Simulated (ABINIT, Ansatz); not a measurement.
# CsVN2 (Fd-3m): one start, several treatments of the self-energy, part 2 of 2

Aim: compare treatments of exchange, screening and correlation for the gap of CsVN2 (Fd-3m).

ABINIT 10.8.3; PBEsol and many-body steps on it, plane waves. Known limits of the many-body steps: not at the basis limit; screening runs away on this mesh; no spin polarisation; d states lean on the start; no spin-orbit coupling; coarse k mesh.

So far. Step 5 (G0W0, Engel-Farid plasmon pole): Against G0W0 in ABINIT (2×2×2 mesh, 128 bands, screening to 114.3 eV, Godby-Needs plasmon pole), the gap moves by +0.142 eV. Step 6 (G0W0, von der Linden-Horsch plasmon pole): Against G0W0 in ABINIT (2×2×2 mesh, 128 bands, screening to 114.3 eV, Godby-Needs plasmon pole), the gap moves by +0.160 eV.

**7. One-shot COHSEX**

This step: one-shot COHSEX on PBEsol, plane waves, norm-conserving pseudopotentials.

The input, run.abi:

```
acell 3*1.0 Angstrom
rprim 
  0.000000000000 4.171935907400 4.171935907400
  4.171935907400 0.000000000000 4.171935907400
  4.171935907400 4.171935907400 0.000000000000
ntypat 3
znucl 55 23 7
natom 8
typat 1 1 2 2 3 3 3 3
xred 
  0.250000000000 0.250000000000 0.250000000000
  -0.000000000000 0.000000000000 -0.000000000000
  0.750000000000 0.750000000000 0.750000000000
  0.500000000000 0.500000000000 0.500000000000
  0.625000000000 0.625000000000 0.625000000000
  0.125000000000 0.625000000000 0.625000000000
  0.625000000000 0.125000000000 0.625000000000
  0.625000000000 0.625000000000 0.125000000000
pp_dirpath "pseudos"
pseudos "Cs.upf, V.upf, N.upf"
ecut 38
ngkpt 2 2 2
nshiftk 1
shiftk 0 0 0
kptopt 1
chksymbreak 0
istwfk *1
occopt 1
irdwfk 1
optdriver 4
nband 128
gwcalctyp 7
ecutsigx 38
symsigma 1
nkptgw 2
kptgw 
  0.5000000000 0.0000000000 0.0000000000
  0.0000000000 0.0000000000 0.0000000000
bdgw 
  30 34
  30 34
ecuteps 4.2
irdscr 1
indata_prefix "in"
outdata_prefix "out"
tmpdata_prefix "tmp"
```

Started as:

```sh
$ OMP_NUM_THREADS=1 mpirun -n 4 abinit run.abi > log
```

Numbers of over 12 decimals in the logs are rounded to 6 here.

The log of the run:

```text
.Version 10.8.3 of ABINIT. v10.8.2 released Aug 2026.

 Symmetries : space group Fd -3 m (#227); Bravais cF (face-center cubic)
[... echo of the input left out ...]
== DATASET  1 ==================================================================
-   mpi_nproc: 4, omp_nthreads: 1 (-1 if OMP is not activated)

--- !DatasetInfo
iteration_state: {dtset: 1, }
dimensions: {natom: 8, nkpt: 3, mband: 128, nsppol: 1, nspinor: 1, nspden: 1, mpw: 10969, }
cutoff_energies: {ecut:  38.0, pawecutdg:  -1.0, }
[...]
Band     E0 <VxcDFT>   SigX SigC(E0)      Z dSigC/dE  Sig(E)    E-E0       E
[...]
33   6.186 -21.099 -14.214  -7.135   1.000   0.000 -21.350  -0.251   5.935
       34   6.186 -21.099 -14.214  -7.135   1.000   0.000 -21.350  -0.251   5.935

== END DATASET(S) ==============================================================
================================================================================

 -outvars: echo values of variables after computation  --------
           etotal      0.0000000000E+00
            nband         128
             nkpt           3
          spgroup         227
 [... the other variables as echoed above ...]

 Calculation completed.
```

The job ended after 9.5 s (4 MPI ranks of Arm Neoverse N1, shared host; peak memory 1.4 GiB; 38 s of CPU time).

This step gave:

| Item | Value |
| --- | --- |
| quasiparticle gap on the points computed | 1.638 eV |
| starting gap on the mesh | 0.5295 eV |
| k of the valence top | 0.5, 0, 0 |
| k of the conduction bottom | 0, 0, 0 |
| least direct quasiparticle gap on the computed points | 1.658 eV |

Against G0W0 in ABINIT (2×2×2 mesh, 128 bands, screening to 114.3 eV, Godby-Needs plasmon pole), the gap moves by +0.300 eV.

**8. One-shot Hartree-Fock**

This step: one-shot Hartree-Fock on PBEsol, plane waves, norm-conserving pseudopotentials.

run.abi: that of step 7 with these lines changed.

```diff
@@ -30,4 +30,4 @@
 optdriver 4
-nband 128
-gwcalctyp 7
+nband 36
+gwcalctyp 5
 ecutsigx 38
@@ -41,4 +41,4 @@
   30 34
-ecuteps 4.2
-irdscr 1
+ixc_sigma 40
+fftgw 31
 indata_prefix "in"
```

The log of the run:

```text
.Version 10.8.3 of ABINIT. v10.8.2 released Aug 2026.

 Symmetries : space group Fd -3 m (#227); Bravais cF (face-center cubic)
[... echo of the input left out ...]
== DATASET  1 ==================================================================
-   mpi_nproc: 4, omp_nthreads: 1 (-1 if OMP is not activated)

--- !DatasetInfo
iteration_state: {dtset: 1, }
dimensions: {natom: 8, nkpt: 3, mband: 36, nsppol: 1, nspinor: 1, nspden: 1, mpw: 10969, }
cutoff_energies: {ecut:  38.0, pawecutdg:  -1.0, }
[...]
Band     E0 <VxcDFT>   SigX SigC(E0)      Z dSigC/dE  Sig(E)    E-E0       E
[...]
33   6.186 -21.099 -14.214   0.000   1.000   0.000 -14.214   6.885  13.070
       34   6.186 -21.099 -14.214   0.000   1.000   0.000 -14.214   6.885  13.070

== END DATASET(S) ==============================================================
================================================================================

 -outvars: echo values of variables after computation  --------
           etotal      0.0000000000E+00
            nband          36
             nkpt           3
          spgroup         227
 [... the other variables as echoed above ...]

 Calculation completed.
```

It took 8.2 s on 4 MPI ranks; peak memory 1.2 GiB; 32 s of CPU time.

This step gave:

```yaml
quasiparticle_gap_on_the_points_computed: 9.759 eV
starting_gap_on_the_mesh: 0.5295 eV
k_of_the_valence_top: 0.5, 0, 0
k_of_the_conduction_bottom: 0, 0, 0
least_direct_quasiparticle_gap_on_the_computed_points: 9.778 eV
```

Against G0W0 in ABINIT (2×2×2 mesh, 128 bands, screening to 114.3 eV, Godby-Needs plasmon pole), the gap moves by +8.421 eV.

**9. Side by side**

Times are wall times on 4 MPI ranks of Arm Neoverse N1, shared host, good to a factor of about two. A run's time includes the screening step that it read.

```
                                     run   mesh  bands  screening cutoff (eV)  DFT gap (eV)  gap on the mesh (eV)  direct (eV)  ε∞ used     time
          G0W0, Godby-Needs plasmon pole  2×2×2    128                  114.3         0.530                 1.338        1.362   117.10  1.8 min
          G0W0, Engel-Farid plasmon pole  2×2×2    128                  114.3         0.530                 1.480        1.505   117.10     97 s
G0W0, von der Linden-Horsch plasmon pole  2×2×2    128                  114.3         0.530                 1.498        1.526   117.10     97 s
                         one-shot COHSEX  2×2×2    128                  114.3         0.530                 1.638        1.658   117.10     90 s
                   one-shot Hartree-Fock  2×2×2      -                      -         0.530                 9.759        9.778        -    8.2 s
```

**10. Summary of results**

* G0W0, Godby-Needs plasmon pole: 1.338 eV
* G0W0, Engel-Farid plasmon pole: 1.480 eV
* G0W0, von der Linden-Horsch plasmon pole: 1.498 eV
* one-shot COHSEX: 1.638 eV
* one-shot Hartree-Fock: 9.759 eV
* known limits: not at the basis limit; screening runs away on this mesh; no spin polarisation; d states lean on the start; no spin-orbit coupling; coarse k mesh

G0W0, Engel-Farid plasmon pole: +0.142 eV against G0W0, Godby-Needs plasmon pole. G0W0, von der Linden-Horsch plasmon pole: +0.160 eV against G0W0, Godby-Needs plasmon pole. One-shot COHSEX: +0.300 eV against G0W0, Godby-Needs plasmon pole. One-shot Hartree-Fock: +8.421 eV against G0W0, Godby-Needs plasmon pole. Bare exchange alone opens the gap to 9.76 eV; against G0W0, correlation takes back 8.42 eV. Static COHSEX lies above G0W0: it lacks the factor Z and overstates the Coulomb hole of the filled states. Bands and cutoff are finite, so the gap is not at the basis limit. The miss can reach some tenths of an eV and take either sign; the mesh is an error of its own. In the G0W0 runs levels were corrected at 2 k points alone, so a gap called «on the mesh» is the least over those, and an edge elsewhere would be missed. The 2×2×2 mesh is coarse for this cell, which bears on the long-range parts of exchange and screening. For the PBEsol start: On this mesh the RPA ε∞ passes 90, more than nearly any semiconductor shows; a coarse mesh does this where one point with a narrow direct gap carries much weight. The screening is then too strong, and the G0W0 gap should not be taken as the material's. The runs have no spin polarisation. For a closed low-spin shell that is the natural state; where a d or f shell is open it is a constraint, and the gap is then not the crystal's own. With d states at the gap, one-shot GW leans hard on its start. The many-body steps are scalar-relativistic: spin-orbit coupling is not in them.

[Paths, hosts, dates, memory and timing lines, banners, echoed tables and standing remarks are left out of the program output.]

[Logs are printed without paths, hosts, clocks, repeated set-up lines and the standing remarks that a program may print on its own settings, such as how far it seeks lower states.]

[Runs of the session that timed out or met a known fault of the program may be left out.]

[Hosts, paths, dates, database ids (printed as entryN), source tags and the programs' standing remarks are cut or masked in the printed files.]

[G0W0 gaps are taken among the corrected bands and points alone; a level outside them can change the order at an edge.]

[Where Ansatz stands beside ABINIT at settings called matched, ABINIT's density can come from a denser mesh and the files from another edition; pairs whose starting gaps differed by over 0.03 eV were left out, so agreement reads better than it is.]
